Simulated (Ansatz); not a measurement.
# Lattice dynamics of Cs (Im-3m, 1 atom in the cell)

How does Cs (Im-3m, 1 atom in the cell) vibrate, and is this structure a minimum?

Calculated with Ansatz 0.2.0; DFT PBEsol, scalar-relativistic, plane waves, PAW; PAW set soft_1.

This is a report of a sequence of runs, with most program output left out.

## (1) Set-up

The structure is cubic, space group Im-3m (No. 229). Conventional cell: a = 6.067 Å, b = 6.067 Å, c = 6.067 Å, α = 90.00°, β = 90.00°, γ = 90.00°.

## (2) Relaxation

The cell and atoms are relaxed, since residual forces and stress would shift the frequencies.

The input, input.yaml:

```yaml
crystal:
  lattice:
    - [-3.0335, 3.0335, 3.0335]
    - [3.0335, -3.0335, 3.0335]
    - [3.0335, 3.0335, -3.0335]
  atoms:
    - { symbol: Cs, position: [0.0, 0.0, 0.0] }
kpoints:
  mp_grid: { grid: [10, 10, 10] }
hamiltonian:
  xc: pbesol
  pseudopotentials: { kind: paw, azcp: { folder: soft_1 }, xc_functional: pbe }
scf:
  occupations: { method: gaussian, width: 0.1 }
output:
  forces: true
  stress: true
  eigenvalues: true
  write_density: true
  write_potential: true
  elf: true
  volumetric_format: npy
relax:
  adjacent_minimum: "off"
  f_tol: 0.005
  max_steps: 80
  cell: { stress_tol: 0.05 }
```

Launch:

```console
$ ansatz run input.yaml --threads 4 --pin off --max-ram 10240MiB --backend cpu --events-out ev --progress --plain --runs-dir out
```

The job ended after 3.5 s (4 threads of Intel Xeon Platinum 8488C (Sapphire Rapids), shared host; peak memory 0.55 GiB).

The steps of the relaxation:

| step | energy less that of the first step (eV) | largest force component (eV/Å) | pressure (GPa) | volume (Å³) |
| --- | --- | --- | --- | --- |
| 1 | 0.0000 | 0.0000 | -0.05 | 111.66 |
| 2 | -0.0001 | 0.0000 | -0.05 | 111.45 |
| 3 | -0.0005 | 0.0000 | 0.00 | 108.53 |
| 4* | -0.0005 | 0.0000 | 0.00 | 108.53 |

Relaxation steps marked * repeat the geometry before them on a plane-wave basis chosen anew for their cell, so energy and pressure can jump there.

| conventional cell, symmetrised | before | after | change |
| --- | --- | --- | --- |
| a (Å) | 6.067 | 6.010 | -0.9 % |
| b (Å) | 6.067 | 6.010 | -0.9 % |
| c (Å) | 6.067 | 6.010 | -0.9 % |
| volume (Å³/atom) | 111.66 | 108.53 | -2.8 % |

The relaxed structure:

```xyz
1
Lattice="-3.0049 3.0049 3.0049 3.0049 -3.0049 3.0049 3.0049 3.0049 -3.0049" Properties=species:S:1:pos:R:3 pbc="T T T"
Cs    0.0000    0.0000    0.0000
```

This step gave:

* pressure: 0.001779 GPa
* volume per atom: 108.5 Å³
* gap on the k-mesh: 0 eV

ELF in the ac plane of the conventional cell at fractional y = 0.000, with atoms of Cs within 0.2 Å of it. It is the smooth field of the valence electrons, not physical close to the nuclei.

Ten even steps from '_' (0.06) to '@' (0.88), each cell a mean:
```
--##@@@@==____..::::____::##@@@@++
%%@@@@##--____..--::____..++@@@@@@
@@@@%%++..____::----..____--##@@@@
##**==..____..--==--::______--++##
::..________::--==----..______..::
________..::----------::..________
______..::----------------::..____
::::::------------------------::::
::::----====----::------====----::
......::--------------------::....
________..::------------::..______
__________..::--==----::__________
++==::______..--==--::..____..--==
@@%%**--______::----..____..++##@@
@@@@@@**::____..--::______==%%@@@@
**@@@@%%==____..::::____..**@@@@##
..**@@@@++____..::::____::##@@%%--
```
Columns run along a (6.0 Å), rows up along c (6.0 Å), edges of the conventional cell, whose origin can differ from the input's. Atoms in or near the plane, at fractional coordinates: Cs at (0.00, 0.00).

Electrostatic potential energy in the ac plane of the conventional cell at fractional y = 0.000, with atoms of Cs within 0.2 Å of it. With pseudopotentials it is smooth inside the atoms' cores, unlike the true potential.

Ten even steps from '0' (-25 eV) to '9' (5 eV), each cell a mean:
```
00058999999987200
00268999999997410
23689999999998742
77899999999999877
88999999999999998
99999999999999999
99999999999999999
99999999999999999
99999999999999999
99999999999999999
99999999999999999
99999999999999999
88899999999999988
46789999999999865
01478999999998620
00168999999987300
00048999999987200
```
Columns run along a (6.0 Å; values clipped at the 3rd and 97th percentile), rows up along c (6.0 Å), edges of the conventional cell, whose origin can differ from the input's. Atoms in or near the plane, at fractional coordinates: Cs at (0.00, 0.00).

Valence density in the ac plane of the conventional cell at fractional y = 0.000, with atoms of Cs within 0.2 Å of it. It is the smooth field of the valence electrons, not physical close to the nuclei.

Ten even steps from '0' (-0.2 e/Å³) to '9' (1.1 e/Å³), each cell a mean:
```
28942111111123795
99732111111122589
76422111111112357
33221111111111223
22111111111111122
11111111111111111
11111111111111111
11111111111111111
11111111111111111
11111111111111111
11111111111111111
11111111111111111
22211111111111222
54321111111112234
98532111111112479
79842111111123698
07952111111123792
```
Columns run along a (6.0 Å), rows up along c (6.0 Å), edges of the conventional cell, whose origin can differ from the input's. Atoms in or near the plane, at fractional coordinates: Cs at (0.00, 0.00).

In this step the volume went from 111.66 to 108.53 Å³/atom.

## (3) Tight relaxation

Phonons need a cell at rest on their own settings, so the relaxation is repeated with tight tolerances on forces and stress on the k mesh and occupations of the first response run.

The input, input.yaml:

```yaml
crystal:
  lattice:
    - [-3.0049432549, 3.0049432549, 3.0049432549]
    - [3.0049432549, -3.0049432549, 3.0049432549]
    - [3.0049432549, 3.0049432549, -3.0049432549]
  atoms:
    - { symbol: Cs, position: [0.0, 0.0, 0.0] }
kpoints:
  mp_grid: { grid: [12, 12, 12] }
hamiltonian:
  xc: pbesol
  pseudopotentials: { kind: paw, azcp: { folder: soft_1 }, xc_functional: pbe }
scf:
  occupations: { method: methfessel_paxton, width: 0.2 }
output:
  forces: true
  stress: true
  eigenvalues: true
relax:
  adjacent_minimum: "off"
  f_tol: 0.001
  max_steps: 60
  cell: { stress_tol: 0.01 }
```

It took 2.1 s on 4 threads; peak memory 0.55 GiB.

Little changed from the start: no atom moved by 0.005 Å and no cell edge by 0.1 %.

Numbers from this step:

| Quantity | Value |
| --- | --- |
| pressure | 0.001311 GPa |

The forces vanish by symmetry and the pressure is 0.001 GPa, within the tolerances set. The cell now holds 108.53 Å³/atom.

## (4) Response at finite wavevector

Stability and thermal properties need the whole zone. Linear response on a 4×4×4 q mesh gives force constants as far as a supercell of that size would.

input.yaml, the sections that differ from step 3:

```yaml
output:
  eigenvalues: true
phonons:
  method: dfpt
  qmesh: [4, 4, 4]
  temperatures: { t_max: 1000, t_step: 50 }
  qpath:
    path:
      - [[0.0, 0.0, 0.0], [0.5, -0.5, 0.5], [0.0, 0.0, 0.5], [0.0, 0.0, 0.0], [0.25, 0.25, 0.25], [0.5, -0.5, 0.5]]
      - [[0.25, 0.25, 0.25], [0.0, 0.0, 0.5]]
    npoints: 10
# crystal, kpoints, hamiltonian, scf: as in step 3
# relax: removed
```

It took 2.2 min on 4 threads; peak memory 3.9 GiB; 8.1 min of CPU time.

This step gave:

| Property | Result |
| --- | --- |
| sum-rule residual before enforcement | 1.54e-5 eV/Å² |
| lowest frequency on the path | 0 cm⁻¹ |
| highest frequency on the path or at a solved wavevector | 37.41 cm⁻¹ |
| mean frequency | 23.5 cm⁻¹ |
| Debye temperature (second moment) | 47 K |
| logarithmic mean frequency | 21.4 cm⁻¹ |
| lowest mode on the q mesh (acoustic modes at Γ apart) | 5.06 cm⁻¹ |
| zero-point energy per atom | 4.37 meV |
| heat capacity at 300 K | 24.91 J/(mol atoms K) |
| vibrational entropy at 300 K | 81.72 J/(mol atoms K) |

Frequencies (cm⁻¹) solved at each irreducible wavevector; negative means imaginary. Frequencies by wavevector, by row:

| q in reciprocal lattice units | star | mode 1 | mode 2 | mode 3 |
| --- | --- | --- | --- | --- |
| 0 0 0 | 1 | 0 | 0 | 0 |
| 0 0 0.25 | 12 | 5.1 | 15.6 | 25.1 |
| 0 0 -0.5 | 6 | 6.9 | 22.2 | 37.4 |
| 0 0.25 0.25 | 24 | 13.7 | 25.7 | 33.8 |
| 0.25 0.25 0.25 | 2 | 27.8 | 27.8 | 27.8 |
| 0.25 0.25 -0.25 | 6 | 23.1 | 23.1 | 25.6 |
| 0.25 -0.5 -0.5 | 12 | 23.7 | 28.9 | 35.6 |
| -0.5 -0.5 -0.5 | 1 | 34.3 | 34.3 | 34.3 |

Interpolated from a 4×4×4 q mesh. The phonon branches at the labelled points (cm⁻¹):

| point | branch 1 | branch 2 | branch 3 |
| --- | --- | --- | --- |
| Γ | 0 | 0 | 0 |
| halfway | 23 | 23 | 26 |
| H | 34 | 34 | 34 |
| halfway | 24 | 29 | 36 |
| N | 7 | 22 | 37 |
| halfway | 5 | 16 | 25 |
| Γ | 0 | 0 | 0 |
| halfway | 14 | 14 | 29 |
| P | 28 | 28 | 28 |
| halfway | 18 | 33 | 33 |
| H | 34 | 34 | 34 |
| jump to P | 28 | 28 | 28 |
| halfway | 16 | 25 | 35 |
| N | 7 | 22 | 37 |

Tetrahedra on a 16×16×16 mesh, mean over bins of 1 cm-1. Interpolated from a 4×4×4 q mesh. Table of phonon density of states by wavenumber; read off at these points:

wavenumber (cm⁻¹), phonon density of states (1/cm⁻¹/cell) and a bar:
```
      0.5      0.000 
      1.5      0.001 
      3.5      0.005 #
      4.5      0.009 #
      5.5      0.017 ##
      6.5      0.028 ###
      8.5      0.055 #######
      9.5      0.060 ########
     10.5      0.068 #########
     11.5      0.078 ##########
     13.5      0.098 ############
     14.5      0.110 ##############
     15.5      0.095 ############
     17.5      0.078 ##########
     18.5      0.077 ##########
     19.5      0.080 ##########
     20.5      0.084 ###########
     22.5      0.115 ##############
     23.5      0.115 ###############
     24.5      0.109 ##############
     26.5      0.105 #############
     27.5      0.102 #############
     28.5      0.094 ############
     29.5      0.090 ###########
     31.5      0.096 ############
     32.5      0.114 ##############
     33.5      0.172 ######################
     34.5      0.238 ##############################
     36.5      0.066 ########
     37.5      0.006 #
```

Second derivatives of the energy by pair, one row for each kind of neighbour of each atom listed. Each entry sums the pair over the periodic images of the supercell that the q mesh stands for, and in a polar crystal it holds the long-range dipole part too. Force constants by pair, by row:

| atom | neighbour | distance (Å) | third of the trace (eV/Å²) | along the pair's line (eV/Å²) |
| --- | --- | --- | --- | --- |
| Cs1 | itself | 0 | 0.3074 | – |
| Cs1 | Cs | 5.205 | -0.036 | -0.1178 |
| Cs1 | Cs | 6.01 | -0.0082 | -0.0217 |

Harmonic thermodynamic functions per atom, from the density of states. Interpolated from a 4×4×4 q mesh. Thermodynamic functions, by row:

| T (K) | F_vib (meV/atom) | S (J/mol-atom/K) | C_V (J/mol-atom/K) |
| --- | --- | --- | --- |
| 0 | 4.37 | 0 | 0 |
| 50 | -5.98 | 37.55 | 23.89 |
| 100 | -30.3 | 54.44 | 24.67 |
| 200 | -96.64 | 71.62 | 24.87 |
| 300 | -176.4 | 81.72 | 24.91 |
| 400 | -265 | 88.89 | 24.92 |
| 500 | -360.1 | 94.45 | 24.93 |
| 600 | -460.5 | 98.99 | 24.93 |
| 700 | -565.1 | 102.8 | 24.93 |
| 800 | -673.5 | 106.2 | 24.93 |
| 900 | -785 | 109.1 | 24.93 |
| 1000 | -899.5 | 111.7 | 24.93 |

Harmonic mean-square displacement, third of the trace. Interpolated from a 4×4×4 q mesh. Mean square displacements, by row:

| T (K) | Cs1 U_eq (Å²) |
| --- | --- |
| 0 | 0.00664 |
| 100 | 0.06587 |
| 300 | 0.1968 |
| 600 | 0.3934 |

Symmetry leaves 8 wavevectors to solve. The lowest mode among them, the acoustic zeros apart, lies at q = (0, 0, 0.25) and is real, 5.1 cm⁻¹.

## (5) Results

| Item | Value |
| --- | --- |
| space group after relaxation (within 0.01 Å) | Im-3m |
| volume per atom | 109 Å³ |
| electronic character | no gap on this mesh |
| lowest mode on the q mesh (acoustic modes at Γ apart) | 5.1 cm⁻¹ |
| highest frequency on the path or at a solved wavevector | 37.4 cm⁻¹ |
| zero-point energy per atom | 4.37 meV |
| heat capacity at 300 K | 24.9 J/(mol atoms K) |
| vibrational entropy at 300 K | 81.7 J/(mol atoms K) |
| Debye temperature (second moment) | 47 K |
| imaginary modes on the 4×4×4 q mesh | none |

In words: The structure is a minimum as far as tested: no mode is imaginary at the 8 irreducible wavevectors of the 4×4×4 mesh, and the softest away from the acoustic zeros lies at 5 cm⁻¹. With no gap, or one that is small against the smearing, the frequencies hang on the k mesh and the smearing, most of all near Kohn anomalies. Spin-orbit coupling is left out, which can matter for the heavy elements here. The PAW files were made for PBE and serve the other functionals too. These are harmonic frequencies at zero temperature: anharmonic shifts, linewidths and thermal expansion are left out.

[Logs are printed without paths, hosts, clocks, repeated set-up lines and the standing remarks that a program may print on its own settings, such as how far it seeks lower states.]

[Hosts, paths, dates, database ids (printed as entryN), source tags and the programs' standing remarks are cut or masked in the printed files.]
